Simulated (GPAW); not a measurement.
Consider zinc-blende (ZnS)1-x(CdS)x, x = 0.125.

```cif
data_structure
_symmetry_space_group_name_H-M 'P 1'
_symmetry_Int_Tables_number 1
_cell_length_a 7.7234
_cell_length_b 7.7234
_cell_length_c 7.7234
_cell_angle_alpha 60.000
_cell_angle_beta 60.000
_cell_angle_gamma 60.000
_cell_volume 325.77
loop_
_atom_site_label
_atom_site_type_symbol
_atom_site_fract_x
_atom_site_fract_y
_atom_site_fract_z
_atom_site_occupancy
Zn1 Zn 0.99912 0.99930 0.99996 1
S2 S 0.12404 0.12400 0.12493 1
Zn3 Zn 0.99997 0.99814 0.50050 1
S4 S 0.12341 0.12507 0.62539 1
Zn5 Zn 0.00002 0.49873 0.99954 1
S6 S 0.10595 0.63007 0.13112 1
Zn7 Zn 0.99720 0.50014 0.50047 1
S8 S 0.12452 0.62321 0.62459 1
Zn9 Zn 0.49834 0.99984 0.99996 1
S10 S 0.63011 0.10483 0.13202 1
Zn11 Zn 0.49829 0.99987 0.50135 1
S12 S 0.62428 0.12434 0.62504 1
Cd13 Cd 0.49920 0.49746 0.99949 1
S14 S 0.63063 0.63051 0.12884 1
Zn15 Zn 0.49914 0.49881 0.49732 1
S16 S 0.62844 0.63074 0.60635 1
```

Absorber: atom 2, with 4 Zn at 2.36 Å (tetrahedral). Method: GPAW, LDA, excited-electron core hole (neutral cell), 16-atom cell with 7.7 Å between holes, 4×4×4 k points, dipole transitions, Gaussian full width 0.9 eV up to 4 eV, rising linearly to 3.5 eV at 25 eV.

What does the S K edge look like?

Main maxima up to 24 eV above the zero (height): 2.9 eV (1.94), 4.0 eV (1.84), 6.3 eV (1.74) and 14.7 eV (1.15). A K edge sees empty p states on the absorber. The total-energy difference is 2475.14 eV. One term is added: -16.82 eV, since the hole is spin-paired here and a spin-polarised one costs that much less in the free atom (computed apart). The photon energy is then 2458.32 eV. The functional leaves an error in such absolute values: in the free atom LDA prices this hole 9.1 eV below PBE (computed apart), and PBE is itself good to a few eV.

The S K spectrum (energy from the bottom of the conduction band, which holds the excited electron; intensity scaled to a mean of 1 over the first 20 eV):

```
E (eV)  intensity
  -2.0       0.00
  -1.5       0.00
  -1.0       0.00
  -0.5       0.00
   0.0       0.01
   0.5       0.10
   1.0       0.35
   1.5       0.88
   2.0       1.46
   2.5       1.81
   3.0       1.93
   3.5       1.68
   4.0       1.84
   4.5       1.45
   5.0       1.10
   5.5       1.34
   6.0       1.66
   6.5       1.72
   7.0       1.42
   7.5       1.08
   8.0       0.93
   8.5       0.93
   9.0       0.91
   9.5       0.77
  10.0       0.58
  10.5       0.46
  11.0       0.45
  11.5       0.53
  12.0       0.62
  12.5       0.74
  13.0       0.88
  13.5       1.02
  14.0       1.11
  14.5       1.15
  15.0       1.15
  15.5       1.11
  16.0       1.04
  16.5       0.96
  17.0       0.88
  17.5       0.80
  18.0       0.73
  18.5       0.68
  19.0       0.65
  19.5       0.63
  20.0       0.64
  20.5       0.65
  21.0       0.68
  21.5       0.70
  22.0       0.72
  22.5       0.73
  23.0       0.73
  23.5       0.73
  24.0       0.73
  24.5       0.76
  25.0       0.80
  25.5       0.88
  26.0       0.96
  26.5       1.05
  27.0       1.12
  27.5       1.16
```

The mesh is coarse (0.25 Å⁻¹ between points), so small maxima may be mesh ripples.

[Banner, clock and machine lines of the logs are left out without a mark of their own.]

[Logs are printed without paths, hosts, clocks, repeated set-up lines and the standing remarks that a program may print on its own settings, such as how far it seeks lower states.]

[Hosts, paths, dates, database ids (printed as entryN), source tags and the programs' standing remarks are cut or masked in the printed files.]

[Lists of maxima count a maximum above −3 eV only where it reaches 4 % of the highest in the window and stands out from its surroundings by 2 % of it (1.5 % where it reaches 55 %); shoulders and weaker maxima are passed over, and of the rest the first, up to two pre-edge ones and the few strongest are named.]
